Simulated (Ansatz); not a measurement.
# How the geometry moves the gap of WSe2 (P6_3/mmc)

How far does the choice of cell move the gap? The case is WSe2 (P6_3/mmc).

Program: Ansatz 0.2.0. Level of theory: PBE, HSE06 and G0W0, plane waves, PAW. Values are calculated unless marked as measured.

Report form: inputs, costs, results and the conclusion, without the logs.

The database entry behind the starting cell differs from other determinations of this structure, so it need not match the best structure at room temperature.

**1. The starting structure**

The structure is hexagonal, space group P6_3/mmc (No. 194). Conventional cell: a = 3.290 Å, b = 3.290 Å, c = 12.970 Å, α = 90.00°, β = 90.00°, γ = 120.00°. Nearest to W lie 6 Se at 2.53 Å. Nearest to Se lie 3 W at 2.53 Å. Farther neighbours, and contacts between anions beyond the nearest, are not listed.

The cell and positions come from the Crystallography Open Database and are kept as given unless a step says otherwise. The default PAW set here is soft_2. Its files were made with PBE.

**2. PBE bands at the given cell**

The cheap functional maps the bands first; the places of the edges decide which points the dearer methods must see.

This step: DFT, PBE, plane waves, PAW.

input.yaml

```yaml
crystal:
  lattice:
    - [3.29, 0.0, 0.0]
    - [-1.645, 2.8492235785, 0.0]
    - [0.0, 0.0, 12.97]
  atoms:
    - { symbol: W, position: [0.3333333333, 0.6666666667, 0.25] }
    - { symbol: W, position: [0.6666666667, 0.3333333333, 0.75] }
    - { symbol: Se, position: [0.3333333333, 0.6666666667, 0.621] }
    - { symbol: Se, position: [0.6666666667, 0.3333333333, 0.121] }
    - { symbol: Se, position: [0.3333333333, 0.6666666667, 0.879] }
    - { symbol: Se, position: [0.6666666667, 0.3333333333, 0.379] }
kpoints:
  mp_grid: { grid: [12, 12, 2] }
  band_path:
    path:
      - [[0.0, 0.0, 0.0], [0.5, 0.0, 0.0], [0.33333333, 0.33333333, 0.0], [0.0, 0.0, 0.0], [0.0, 0.0, 0.5], [0.5, 0.0, 0.5], [0.33333333, 0.33333333, 0.5], [0.0, 0.0, 0.5]]
      - [[0.5, 0.0, 0.5], [0.5, 0.0, 0.0]]
      - [[0.33333333, 0.33333333, 0.5], [0.33333333, 0.33333333, 0.0]]
    npoints: 10
hamiltonian:
  xc: pbe
scf:
  occupations: { method: fermi_dirac, width: 0.02 }
  n_extra_bands: 6
output:
  eigenvalues: true
  forces: true
  stress: true
  write_density: true
  write_potential: true
  elf: true
  volumetric_format: npy
```

Command:

```
ansatz run input.yaml --threads 3 --pin off --max-ram 92160MiB --backend cuda --events-out ev --progress --plain --runs-dir out --devices 1 --max-vram 13GiB
```

Elapsed: 14 s, on 1 × NVIDIA H100 80GB HBM3 (shared by 6 runs) with 3 threads of AMD EPYC 7R13 (Zen 3), shared host; peak memory 1 GiB; 7.6 s of CPU time.

Numbers from this step:

```yaml
pressure: 3.710 GPa
filled_bands: 46
gap: 0.9743 eV
valence_top_at: Γ
conduction_bottom_at: k = (0.167, 0.167, 0.000)
least_direct_gap: 1.527 eV
```

The gap is indirect, with the least direct gap 0.55 eV higher.

**3. Relaxing cell and ions**

Gaps follow bond lengths, so the structure is brought to rest first.

This step: DFT, PBE-D3(BJ), plane waves, PAW.

input.yaml

```yaml
crystal:
  lattice:
    - [3.29, 0.0, 0.0]
    - [-1.645, 2.8492235785, 0.0]
    - [0.0, 0.0, 12.97]
  atoms:
    - { symbol: W, position: [0.3333333333, 0.6666666667, 0.25] }
    - { symbol: W, position: [0.6666666667, 0.3333333333, 0.75] }
    - { symbol: Se, position: [0.3333333333, 0.6666666667, 0.621] }
    - { symbol: Se, position: [0.6666666667, 0.3333333333, 0.121] }
    - { symbol: Se, position: [0.3333333333, 0.6666666667, 0.879] }
    - { symbol: Se, position: [0.6666666667, 0.3333333333, 0.379] }
kpoints:
  mp_grid: { grid: [9, 9, 2] }
hamiltonian:
  xc: pbe
  dispersion: d3bj
scf:
  occupations: { method: fermi_dirac, width: 0.02 }
relax:
  f_tol: 0.01
  max_steps: 60
  cell: {}
```

Wall time 27 s (1 × NVIDIA H100 80GB HBM3 (shared by 6 runs) with 3 threads); peak memory 0.99 GiB.

The steps of the relaxation:

| step | energy less that of the first step (eV) | largest force component (eV/Å) | pressure (GPa) | volume (Å³) |
| --- | --- | --- | --- | --- |
| 1 | 0.0000 | 0.1742 | -0.09 | 121.58 |
| 2 | 0.0559 | 0.4526 | 0.94 | 114.08 |
| 3 | -0.0108 | 0.0089 | -0.18 | 119.51 |
| 4 | -0.0112 | 0.0097 | -0.06 | 119.11 |
| 5 | -0.0112 | 0.0017 | -0.01 | 119.08 |
| 6* | -0.0107 | 0.0016 | -0.01 | 119.08 |

Relaxation steps marked * repeat the geometry before them on a plane-wave basis chosen anew for their cell, so energy and pressure can jump there. Relaxation step 2 was tried and not accepted.

Forces are held to the 24 operations that the program found; a distortion that breaks them can't arise in this run.

| conventional cell, symmetrised | before | after | change |
| --- | --- | --- | --- |
| a (Å) | 3.290 | 3.279 | -0.3 % |
| b (Å) | 3.290 | 3.279 | -0.3 % |
| c (Å) | 12.970 | 12.789 | -1.4 % |
| volume (Å³/atom) | 20.26 | 19.85 | -2.1 % |

The atoms that moved most (Å, as changes of fractional coordinates times the final cell):

| atom | dx | dy | dz | length |
| --- | --- | --- | --- | --- |
| Se6 | 0.000 | 0.000 | 0.035 | 0.035 |
| Se4 | 0.000 | 0.000 | -0.035 | 0.035 |
| Se5 | 0.000 | 0.000 | 0.035 | 0.035 |
| Se3 | 0.000 | 0.000 | -0.035 | 0.035 |

The relaxed structure:

```cif
data_structure
_symmetry_space_group_name_H-M 'P 1'
_symmetry_Int_Tables_number 1
_cell_length_a 3.2790
_cell_length_b 3.2790
_cell_length_c 12.7885
_cell_angle_alpha 90.000
_cell_angle_beta 90.000
_cell_angle_gamma 120.000
_cell_volume 119.08
loop_
_atom_site_label
_atom_site_type_symbol
_atom_site_fract_x
_atom_site_fract_y
_atom_site_fract_z
_atom_site_occupancy
W1 W 0.33333 0.66667 0.25000 1
W2 W 0.66667 0.33333 0.75000 1
Se3 Se 0.33333 0.66667 0.61829 1
Se4 Se 0.66667 0.33333 0.11829 1
Se5 Se 0.33333 0.66667 0.88171 1
Se6 Se 0.66667 0.33333 0.38171 1
```

**4. PBE at the relaxed cell**

This step: DFT, PBE, plane waves, PAW.

input.yaml

```yaml
crystal:
  lattice:
    - [3.2790161212, 0.0, 0.0]
    - [-1.6395080606, 2.8397112604, 0.0]
    - [0.0, 0.0, 12.7885090968]
  atoms:
    - { symbol: W, position: [0.3333333333, 0.6666666667, 0.25] }
    - { symbol: W, position: [0.6666666667, 0.3333333333, 0.75] }
    - { symbol: Se, position: [0.3333333333, 0.6666666667, 0.6182884982] }
    - { symbol: Se, position: [0.6666666667, 0.3333333333, 0.1182884982] }
    - { symbol: Se, position: [0.3333333333, 0.6666666667, 0.8817115018] }
    - { symbol: Se, position: [0.6666666667, 0.3333333333, 0.3817115018] }
kpoints:
  mp_grid: { grid: [12, 12, 2] }
  band_path:
    path:
      - [[0.0, 0.0, 0.0], [0.5, 0.0, 0.0], [0.33333333, 0.33333333, 0.0], [0.0, 0.0, 0.0], [0.0, 0.0, 0.5], [0.5, 0.0, 0.5], [0.33333333, 0.33333333, 0.5], [0.0, 0.0, 0.5]]
      - [[0.5, 0.0, 0.5], [0.5, 0.0, 0.0]]
      - [[0.33333333, 0.33333333, 0.5], [0.33333333, 0.33333333, 0.0]]
    npoints: 10
hamiltonian:
  xc: pbe
scf:
  occupations: { method: fermi_dirac, width: 0.02 }
  n_extra_bands: 6
output:
  eigenvalues: true
  forces: true
  stress: true
```

Wall time 16 s (1 × NVIDIA H100 80GB HBM3 (shared by 6 runs) with 3 threads); peak memory 0.97 GiB.

Read from the output:

```yaml
pressure: 3.959 GPa
gap: 0.8951 eV
valence_top_at: Γ
conduction_bottom_at: k = (0.167, 0.167, 0.000)
least_direct_gap: 1.566 eV
```

The gap is indirect, with the least direct gap 0.67 eV higher.

**5. HSE06 at the relaxed cell**

HSE06 mixes in a quarter of exact exchange at short range. Exchange couples all pairs of k points, which makes a full band path dear, so levels are read on the mesh and at chosen points.

This step: DFT, HSE06, plane waves, PAW.

input.yaml

```yaml
crystal:
  lattice:
    - [3.2790161212, 0.0, 0.0]
    - [-1.6395080606, 2.8397112604, 0.0]
    - [0.0, 0.0, 12.7885090968]
  atoms:
    - { symbol: W, position: [0.3333333333, 0.6666666667, 0.25] }
    - { symbol: W, position: [0.6666666667, 0.3333333333, 0.75] }
    - { symbol: Se, position: [0.3333333333, 0.6666666667, 0.6182884982] }
    - { symbol: Se, position: [0.6666666667, 0.3333333333, 0.1182884982] }
    - { symbol: Se, position: [0.3333333333, 0.6666666667, 0.8817115018] }
    - { symbol: Se, position: [0.6666666667, 0.3333333333, 0.3817115018] }
kpoints:
  mp_grid: { grid: [6, 6, 2] }
  band_path:
    path:
      - [0.0, 0.0, 0.0]
      - [0.5, 0.0, 0.0]
      - [0.33333333, 0.33333333, 0.0]
      - [0.0, 0.0, 0.5]
      - [0.5, 0.0, 0.5]
      - [0.33333333, 0.33333333, 0.5]
      - [0.1666666667, 0.1666666667, 0.0]
    npoints: 1
hamiltonian:
  xc: hse06
scf:
  occupations: { method: fixed }
  n_extra_bands: 6
output:
  eigenvalues: true
  write_density: true
  write_potential: true
  elf: true
  volumetric_format: npy
```

Run time: 60 s. Hardware: 1 × NVIDIA H100 80GB HBM3 (shared by 6 runs) with 3 threads; peak memory 1.5 GiB.

This step gave:

```
gap                  : 1.353 eV
valence top at       : Γ
conduction bottom at : k = (0.167, 0.167, 0.000)
least direct gap     : 2.031 eV
```

The gap stands +0.46 eV against PBE.

**6. G0W0 at the relaxed cell**

G0W0 replaces the xc potential by the self-energy, built once from these orbitals. Only a window of levels is corrected, while the sums run over the empty bands that the input names.

This step: G0W0 on PBE, plane waves, PAW.

input.yaml

```yaml
crystal:
  lattice:
    - [3.2790161212, 0.0, 0.0]
    - [-1.6395080606, 2.8397112604, 0.0]
    - [0.0, 0.0, 12.7885090968]
  atoms:
    - { symbol: W, position: [0.3333333333, 0.6666666667, 0.25] }
    - { symbol: W, position: [0.6666666667, 0.3333333333, 0.75] }
    - { symbol: Se, position: [0.3333333333, 0.6666666667, 0.6182884982] }
    - { symbol: Se, position: [0.6666666667, 0.3333333333, 0.1182884982] }
    - { symbol: Se, position: [0.3333333333, 0.6666666667, 0.8817115018] }
    - { symbol: Se, position: [0.6666666667, 0.3333333333, 0.3817115018] }
kpoints:
  mp_grid: { grid: [6, 6, 2] }
hamiltonian:
  xc: pbe
scf:
  occupations: { method: fixed }
gw:
  n_empty_bands: 355
  ecut_chi: 120
  qp_bands: [v2, c2]
  qp_kpoints: band_edges
  screening: { model: contour_deformation }
```

It took 49 s on 1 × NVIDIA H100 80GB HBM3 (shared by 6 runs) with 3 threads; peak memory 1.6 GiB.

This step gave:

| Quantity | Value |
| --- | --- |
| bands summed | 401 |
| RPA ε∞ on this mesh (eigenvalues) | 7.919, 15.52, 15.52 |
| plane waves in the screening matrix | 341 |
| G0W0 gap on the mesh | 1.172 eV |
| k of the valence top | 0, 0, 0 |
| k of the conduction bottom | 0.1667, 0.1667, 0 |
| starting gap on the mesh | 0.8964 eV |
| least direct G0W0 gap on the computed points | 1.978 eV |

The gap on the mesh goes from 0.90 eV to 1.17 eV, a correction of +0.28 eV. Between the two edge states, bare exchange in place of the xc potential would open the gap by 4.30 eV, and correlation takes back 4.02 eV.

**7. G0W0 at the given cell**

input.yaml

```yaml
crystal:
  lattice:
    - [3.29, 0.0, 0.0]
    - [-1.645, 2.8492235785, 0.0]
    - [0.0, 0.0, 12.97]
  atoms:
    - { symbol: W, position: [0.3333333333, 0.6666666667, 0.25] }
    - { symbol: W, position: [0.6666666667, 0.3333333333, 0.75] }
    - { symbol: Se, position: [0.3333333333, 0.6666666667, 0.621] }
    - { symbol: Se, position: [0.6666666667, 0.3333333333, 0.121] }
    - { symbol: Se, position: [0.3333333333, 0.6666666667, 0.879] }
    - { symbol: Se, position: [0.6666666667, 0.3333333333, 0.379] }
kpoints:
  mp_grid: { grid: [6, 6, 2] }
hamiltonian:
  xc: pbe
scf:
  occupations: { method: fixed }
gw:
  n_empty_bands: 362
  ecut_chi: 120
  qp_bands: [v2, c2]
  qp_kpoints: band_edges
  screening: { model: contour_deformation }
```

Elapsed: 57 s, on 1 × NVIDIA H100 80GB HBM3 (shared by 6 runs) with 3 threads; peak memory 1.6 GiB.

This step gave:

* bands summed: 408
* RPA ε∞ on this mesh (eigenvalues): 7.125, 15.37, 15.37
* plane waves in the screening matrix: 341
* G0W0 gap on the mesh: 1.261 eV
* k of the valence top: 0, 0, 0
* k of the conduction bottom: 0.1667, 0.1667, 0
* starting gap on the mesh: 0.9758 eV
* least direct G0W0 gap on the computed points: 1.948 eV

The gap on the mesh goes from 0.98 eV to 1.26 eV, a correction of +0.28 eV. Between the two edge states, bare exchange in place of the xc potential would open the gap by 4.35 eV, and correlation takes back 4.06 eV.

**8. Together**

G0W0 rows are gaps on the mesh, lowered where the mesh misses an edge of the band path.

| level | given cell (eV) | relaxed cell (eV) | change (eV) |
| --- | --- | --- | --- |
| PBE | 0.97 | 0.90 | −0.08 |
| HSE06 | - | 1.35 | - |
| G0W0@PBE | 1.26 | 1.17 | −0.09 |

**9. Outcome**

```yaml
volume_change: −2.1 %
pbe_given_cell: 0.97 eV
pbe_relaxed_cell: 0.90 eV
hse06_relaxed_cell: 1.35 eV
g0w0_pbe_relaxed_cell: 1.17 eV
g0w0_pbe_given_cell: 1.26 eV
known_limits: short of the basis limit; no spin-orbit coupling; coarse k mesh
```

In words: Relaxation changes the volume by −2.1 % and the gap by −0.08 eV (PBE) and −0.09 eV (G0W0@PBE). Bands and cutoff are finite, so the gap stands short of the basis limit, usually by up to a few tenths of an eV; the mesh is an error of its own. The 6×6×2 mesh is coarse for this cell (its supercell is 20 Å along the shortest edge). The RPA ε∞ on it, from the PBE start, is 7.13 and 15.37; such meshes misread the long-range screening, most where the gap is narrow. The many-body steps are scalar-relativistic: spin-orbit coupling is not in them.

[Long decimals in the printed logs are rounded to 6 places.]

[Logs are printed without paths, hosts, clocks, repeated set-up lines and the standing remarks that a program may print on its own settings, such as how far it seeks lower states.]

[Paths, hosts, dates, memory and timing lines, banners, echoed tables and standing remarks are left out of the program output; an Ansatz launch command may be rebuilt from the run's recorded settings. Measured values are a selection of at most five: reports struck by readers or far from the other reports are left out. None is set beside runs whose start may be inverted or whose files or cutoffs have a known fault.]

[Runs of the session that timed out or met a known fault of the program may be left out.]

[Cells called generated may have been cut or substituted from an entry of the Crystallography Open Database or the Materials Project.]

[Hosts, paths, dates, database ids (printed as entryN), source tags and the programs' standing remarks are cut or masked in the printed files.]

[Where the starting crystal was built by hand or by swapping elements, it need not be the compound's stable phase.]
